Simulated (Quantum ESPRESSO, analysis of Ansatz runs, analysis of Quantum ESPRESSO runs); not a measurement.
# Bond-centred H+ along c in ZnO: local vibrational mode against experiment (Quantum ESPRESSO), part 2 of 2

Aim: the local vibrational mode of the bond-centred H+ along c in ZnO, to be set beside the measurement. Set-up: PBE, JTH 2.0 PBE, 32-site cell, PBE lattice, k: the single point 1/4 1/4 1/4. The model is a cell of 32 host atoms with 1 H put in. The frequencies come from force constants among the defect atom and its neighbours, with the masses of the isotopes named. Other potentials or another program check that the number doesn't hang on one set of files.

Quantum ESPRESSO 7.5; PBE, JTH 2.0 PBE, 32-site cell, PBE lattice, k: the single point 1/4 1/4 1/4.

So far: Starting point; Relaxation, charge +1.

**3. Atom Zn6 moved by 0.015 A along x**

Force constants come from the forces after small displacements. One such run is shown.

This step: Quantum ESPRESSO plane-wave DFT, PBE, JTH 2.0 PBE potentials; single point of a defect supercell.

pw.in reads:

```
&CONTROL
  calculation = 'scf'
  prefix = 'pwscf'
  outdir = './tmp'
  pseudo_dir = './pseudo'
  tprnfor = .true.
  disk_io = 'low'
/
&SYSTEM
  ibrav = 0
  nat = 33
  ntyp = 3
  ecutwfc = 40
  ecutrho = 240
  nbnd = 148
  occupations = 'smearing'
  smearing = 'fd'
  degauss = 0.00073499
  tot_charge = 1
  nosym = .true.
/
&ELECTRONS
  conv_thr = 1d-10
  electron_maxstep = 100
  mixing_beta = 0.5
/
ATOMIC_SPECIES
Zn    65.3800 Zn.GGA_PBE-JTH.UPF
O     15.9990 O.GGA_PBE-JTH.UPF
H      1.0080 H.GGA_PBE-JTH.UPF
CELL_PARAMETERS angstrom
   6.5226494897    0.0000000000    0.0000000000
  -3.2613247449    5.6487802124    0.0000000000
   0.0000000000    0.0000000000   10.5106538207
ATOMIC_POSITIONS crystal
Zn     0.1660681379    0.3357486529    0.2507461273
Zn     0.3198226062    0.1572959924   -0.0077760506
O      0.3264418471    0.1636411625    0.1878085810
O      0.1669262678    0.3319736667    0.4408526959
[... 1 atom line left out ...]
Zn     0.3190117020    0.1565507386    0.5088554643
[... 5 atom lines left out ...]
O      0.1669830857    0.8331014426    0.4415340442
[... 4 atom lines left out ...]
Zn     0.6653465757    0.3344904633    0.1762459793
[... 1 atom line left out ...]
O      0.8354188831    0.1649908522    0.1878338711
O      0.6663693573    0.3332774084    0.4614642236
[... 1 atom line left out ...]
Zn     0.8431392141    0.1571914052    0.5080818811
[... 4 atom lines left out ...]
O      0.8360866217    0.6733999071    0.1879131195
O      0.6685479875    0.8335157447    0.4408103031
[... 1 atom line left out ...]
Zn     0.8433457368    0.6828730151    0.5086825428
[... 2 atom lines left out ...]
H      0.6644430204    0.3338230726    0.3686884438
K_POINTS crystal
1
0.25 0.25 0.25 1.0
```

The run is started by

```console
$ OMP_NUM_THREADS=1 pw.x -in pw.in > pw.out
```

What it wrote:

```text
[banner, memory and clock lines left out]
          URL

     file Zn.GGA_PBE-JTH.UPF: wavefunction(s)  0S 0P 0P 3D 0D renormalized
     file O.GGA_PBE-JTH.UPF: wavefunction(s)  0S 2P 0P renormalized
     file H.GGA_PBE-JTH.UPF: wavefunction(s)  1S 0S 0P renormalized

     G-vector sticks info

     bravais-lattice index     =            0
     lattice parameter (alat)  =      12.3260  a.u.
     unit-cell volume          =    2613.3950 (a.u.)^3
     number of atoms/cell      =           33
     number of atomic types    =            3
     number of electrons       =       288.00
     number of Kohn-Sham states=          148
     kinetic-energy cutoff     =      40.0000  Ry
     charge density cutoff     =     240.0000  Ry
     scf convergence threshold =      1.0E-10
     mixing beta               =       0.5000
     number of iterations used =            8  plain     mixing
     Exchange-correlation= SLA PW PBX PBC
                           (   1   4   3   4   0   0   0)

     celldm(1)=  12.326021  celldm(2)=   0.000000  celldm(3)=   0.000000
     celldm(4)=   0.000000  celldm(5)=   0.000000  celldm(6)=   0.000000

     crystal axes: (cart. coord. in units of alat)
               a(1) = (   1.000000   0.000000   0.000000 )
               a(2) = (  -0.500000   0.866025   0.000000 )
               a(3) = (   0.000000   0.000000   1.611409 )

     reciprocal axes: (cart. coord. in units 2 pi/alat)
               b(1) = (  1.000000  0.577350 -0.000000 )
               b(2) = (  0.000000  1.154701  0.000000 )
               b(3) = (  0.000000 -0.000000  0.620575 )

     PseudoPot. # 1 for Zn read from file:
     Zn.GGA_PBE-JTH.UPF
     Pseudo is Projector augmented-wave + core cor, Zval = 12.0
     Generated using ATOMPAW code
     Shape of augmentation charge: SINC**2
     Using radial grid of 1049 points,  6 beta functions with:
                l(1) =   0
                l(2) =   0
                l(3) =   1
                l(4) =   1
                l(5) =   2
                l(6) =   2
     Q(r) pseudized with 0 coefficients

     PseudoPot. # 2 for O  read from file:
     O.GGA_PBE-JTH.UPF
     Pseudo is Projector augmented-wave + core cor, Zval =  6.0
     Generated using ATOMPAW code
     Shape of augmentation charge: SINC**2
     Using radial grid of  943 points,  4 beta functions with:
                l(1) =   0
                l(2) =   0
                l(3) =   1
                l(4) =   1
     Q(r) pseudized with 0 coefficients

     PseudoPot. # 3 for H  read from file:
     H.GGA_PBE-JTH.UPF
     Pseudo is Projector augmented-wave + core cor, Zval =  1.0
     Generated using ATOMPAW code
     Shape of augmentation charge: SINC**2
     Using radial grid of  777 points,  3 beta functions with:
                l(1) =   0
                l(2) =   0
                l(3) =   1
     Q(r) pseudized with 0 coefficients

     atomic species   valence    mass     pseudopotential
     Zn               12.00    65.38000     Zn( 1.00)
     O                 6.00    15.99900     O ( 1.00)
     H                 1.00     1.00800     H ( 1.00)

     No symmetry found

   Cartesian axes

     site n.     atom                  positions (alat units)
         1        Zn     tau(   1) = (  -0.0018062   0.2907669   0.4040545  )
         2        Zn     tau(   2) = (   0.2411746   0.1362223  -0.0125304  )
         3        O      tau(   3) = (   0.2446213   0.1417174   0.3026364  )
         4        O      tau(   4) = (   0.0009394   0.2874976   0.7103938  )
         5        Zn     tau(   5) = (  -0.0026572   0.2949418   1.2079178  )
         6        Zn     tau(   6) = (   0.2407363   0.1355769   0.8199741  )
         7        O      tau(   7) = (   0.2494866   0.1463027   1.1218529  )
         8        O      tau(   8) = (   0.0016434   0.2926802   1.5130583  )
         9        Zn     tau(   9) = (  -0.2510277   0.7221066   0.4050514  )
        10        Zn     tau(  10) = (   0.0026792   0.5759689   0.0060037  )
        11        O      tau(  11) = (  -0.0010122   0.5780790   0.3104160  )
        12        O      tau(  12) = (  -0.2495676   0.7214870   0.7114918  )
        13        Zn     tau(  13) = (  -0.2489178   0.7214205   1.2079405  )
        14        Zn     tau(  14) = (   0.0023928   0.5762767   0.8040811  )
        15        O      tau(  15) = (  -0.0014515   0.5788530   1.1086889  )
        16        O      tau(  16) = (  -0.2442960   0.7183009   1.5134271  )
        17        Zn     tau(  17) = (   0.4981013   0.2896772   0.2840043  )
        18        Zn     tau(  18) = (   0.7634887   0.1366351  -0.0117954  )
        19        O      tau(  19) = (   0.7529235   0.1428863   0.3026771  )
        20        O      tau(  20) = (   0.4997307   0.2886267   0.7436074  )
        21        Zn     tau(  21) = (   0.4979201   0.2901014   1.2183941  )
        22        Zn     tau(  22) = (   0.7645435   0.1361318   0.8187275  )
        23        O      tau(  23) = (   0.7477358   0.1461830   1.1202704  )
        24        O      tau(  24) = (   0.5013182   0.2878770   1.5329251  )
        25        Zn     tau(  25) = (   0.2473206   0.7224618   0.4040300  )
        26        Zn     tau(  26) = (   0.5025712   0.5887979  -0.0123810  )
[...]
total energy              =   -4571.02774015 Ry
     estimated scf accuracy    <       0.04449601 Ry

     iteration #  5     ecut=    40.00 Ry     beta= 0.50
     Davidson diagonalization with overlap
     ethr =  1.55E-05,  avg # of iterations =  3.0

     total energy              =   -4571.02106185 Ry
     estimated scf accuracy    <       0.06053472 Ry

     iteration #  6     ecut=    40.00 Ry     beta= 0.50
     Davidson diagonalization with overlap
     ethr =  1.55E-05,  avg # of iterations =  3.0

     total energy              =   -4571.02868813 Ry
     estimated scf accuracy    <       0.00423975 Ry

     iteration #  7     ecut=    40.00 Ry     beta= 0.50
     Davidson diagonalization with overlap
     ethr =  1.47E-06,  avg # of iterations = 14.0

     total energy              =   -4571.03078158 Ry
     estimated scf accuracy    <       0.00035240 Ry

     iteration #  8     ecut=    40.00 Ry     beta= 0.50
     Davidson diagonalization with overlap
     ethr =  1.22E-07,  avg # of iterations =  3.0

     total energy              =   -4571.03083023 Ry
     estimated scf accuracy    <       0.00013631 Ry

     iteration #  9     ecut=    40.00 Ry     beta= 0.50
     Davidson diagonalization with overlap
     ethr =  4.73E-08,  avg # of iterations =  3.0

     total energy              =   -4571.03088675 Ry
     estimated scf accuracy    <       0.00001568 Ry

     iteration # 10     ecut=    40.00 Ry     beta= 0.50
     Davidson diagonalization with overlap
     ethr =  5.44E-09,  avg # of iterations =  2.0

     total energy              =   -4571.03088785 Ry
     estimated scf accuracy    <       0.00000275 Ry

[...]
total energy              =   -4571.03089045 Ry
[...]
total energy              =   -4571.03089147 Ry
[...]
total energy              =   -4571.03089168 Ry
[...]
iteration # 14     ecut=    40.00 Ry     beta= 0.50
     Davidson diagonalization with overlap
     ethr =  6.07E-11,  avg # of iterations =  3.0

     total energy              =   -4571.03089178 Ry
     estimated scf accuracy    <       0.00000002 Ry

     iteration # 15     ecut=    40.00 Ry     beta= 0.50
     Davidson diagonalization with overlap
     ethr =  7.76E-12,  avg # of iterations =  5.0

     total energy              =   -4571.03089179 Ry
     estimated scf accuracy    <          2.9E-09 Ry

     iteration # 16     ecut=    40.00 Ry     beta= 0.50
     Davidson diagonalization with overlap
     ethr =  1.02E-12,  avg # of iterations =  5.0

     total energy              =   -4571.03089179 Ry
     estimated scf accuracy    <          1.5E-09 Ry

     iteration # 17     ecut=    40.00 Ry     beta= 0.50
     Davidson diagonalization with overlap
     ethr =  5.34E-13,  avg # of iterations =  3.0

     total energy              =   -4571.03089179 Ry
     estimated scf accuracy    <          1.1E-10 Ry

     iteration # 18     ecut=    40.00 Ry     beta= 0.50
     Davidson diagonalization with overlap
     ethr =  1.00E-13,  avg # of iterations =  4.0

     End of self-consistent calculation

          k = 0.2500 0.4330 0.1551 ( 11165 PWs)   bands (ev):

   -11.7390  -9.7318  -9.5718  -9.5181  -9.5018  -9.3980  -9.3847  -9.3147
    -9.2528  -9.2356  -9.2277  -9.2012  -9.1540  -9.1447  -9.1098  -9.0951
     0.5241   1.8722   1.9545   1.9899   2.0049   2.0602   2.1058   2.1479
     2.1761   2.2163   2.2560   2.2806   2.3048   2.3521   2.3801   2.4231
     2.4444   2.4907   2.5094   2.5252   2.5393   2.5680   2.6035   2.6166
     2.6471   2.6510   2.6595   2.6904   2.7109   2.7293   2.7448   2.7690
     2.7908   2.8121   2.8190   2.8399   2.8606   2.8827   2.9083   2.9285
     2.9610   2.9885   3.0224   3.0647   3.0926   3.1110   3.1635   3.2415
     3.2703   3.3520   3.4628   3.5122   3.5526   3.5661   3.5896   3.6067
     3.6213   3.6440   3.6551   3.6672   3.6826   3.6904   3.7018   3.7197
[...]
4.7788   4.8402   5.0059   5.1104   5.1971   5.2341   5.2773   5.2993
     5.4811   5.6562   5.7313   5.7798   5.9540   6.0023   6.0418   6.0965
     6.1328   6.1869   6.2199   6.2956   6.3205   6.3734   6.4596   6.5239
     6.6484   6.7120   6.7765   6.8183   6.8706   6.9426   6.9958   7.1207
     7.1454   7.1714   7.2240   7.2667   7.3423   7.3774   7.6258   7.6333
    10.9557  11.7994  12.2191  12.4133

     the Fermi energy is     9.4692 ev

!    total energy              =   -4571.03089179 Ry
     total all-electron energy =     -4571.030892 Ry
     estimated scf accuracy    <          1.9E-11 Ry
     smearing contrib. (-TS)   =       0.00000000 Ry
     internal energy E=F+TS    =   -4571.03089179 Ry

     The total energy is F=E-TS. E is the sum of the following terms:
     one-electron contribution =   -1267.41016635 Ry
     hartree contribution      =     663.35915421 Ry
     xc contribution           =    -367.31500827 Ry
     ewald contribution        =   -1723.24817158 Ry
     one-center paw contrib.   =   -1876.41669980 Ry

     convergence has been achieved in  18 iterations

     Forces acting on atoms (cartesian axes, Ry/au):

     atom    1 type  1   force =     0.00004014   -0.00007672    0.00061171
     atom    2 type  1   force =     0.00017347    0.00014049    0.00003540
     atom    3 type  2   force =    -0.00011364   -0.00007612   -0.00011627
     atom    4 type  2   force =     0.00207677   -0.00101649    0.00092171
     atom    5 type  1   force =    -0.00008978   -0.00029088   -0.00030174
     atom    6 type  1   force =    -0.00536598    0.00019890   -0.00035447
     atom    7 type  2   force =     0.00025262    0.00012289    0.00013037
     atom    8 type  2   force =     0.00010761   -0.00013408    0.00007200
     atom    9 type  1   force =    -0.00001076    0.00005721   -0.00005499
     atom   10 type  1   force =     0.00020733   -0.00007929   -0.00018949
[...]
atom   29 type  1   force =    -0.00001708    0.00007839    0.00000500
     atom   30 type  1   force =     0.00006671    0.00074359    0.00021285
     atom   31 type  2   force =    -0.00011955   -0.00020214   -0.00007491
     atom   32 type  2   force =    -0.00001041    0.00005094    0.00011775
     atom   33 type  3   force =     0.00048438    0.00009362   -0.00029355

     Total force =     0.006745     Total SCF correction =     0.000009
```

Run time: 2.7 min. Hardware: 1 thread of Intel Xeon Platinum 8375C at 2.90GHz (Ice Lake), shared host; peak memory 0.76 GiB.

**4. Local vibrational modes**

Analysis of the runs above: force constants by central differences of Quantum ESPRESSO plane-wave DFT, PBE, JTH 2.0 PBE potentials forces among the atoms nearest to a defect, the others at rest.

The modes with the largest weight on the probed atoms (the light atom of a pair), for the masses of each isotope. Modes of the displaced atoms (local only where they lie over the host's phonons):

| isotopes | mode (cm⁻¹) | share of the defect atoms |
| --- | --- | --- |
| H | 3620 | 0.944 |
| H | 618.9 | 0.88 |
| H | 580.5 | 0.848 |
| D | 2632 | 0.892 |
| D | 477.4 | 0.543 |
| D | 458.3 | 0.45 |

**5. Outcome**

| Property | Result |
| --- | --- |
| distance from the defect atom to its nearest neighbour | 0.975 Å |
| O-H stretch, 1H | 3620 cm⁻¹ |
| O-D stretch, 2H | 2632 cm⁻¹ |

What this shows: O-H stretch, 1H: computed 3620 cm⁻¹, measured 3611.3 cm⁻¹; 8 cm⁻¹ (0 %) above the measurement. O-D stretch, 2H: computed 2632 cm⁻¹, measured 2668 cm⁻¹; 36 cm⁻¹ (1 %) below the measurement. The computed value is harmonic, while the measured line is the anharmonic fundamental, which for X–H stretches usually lies a few per cent lower. Only the named neighbours move, so modes near the host's band are approximate. Limits: the periodic copies of the defect are only 6.5 Å apart.

[Logs are printed without paths, hosts, clocks, repeated set-up lines and the standing remarks that a program may print on its own settings, such as how far it seeks lower states.]

[Hosts, paths, dates, database ids (printed as entryN), source tags and the programs' standing remarks are cut or masked in the printed files.]

[For some hosts the program warned that the k-mesh of the response run may be too coarse for force constants and the static dielectric constant; such warnings are not shown here.]
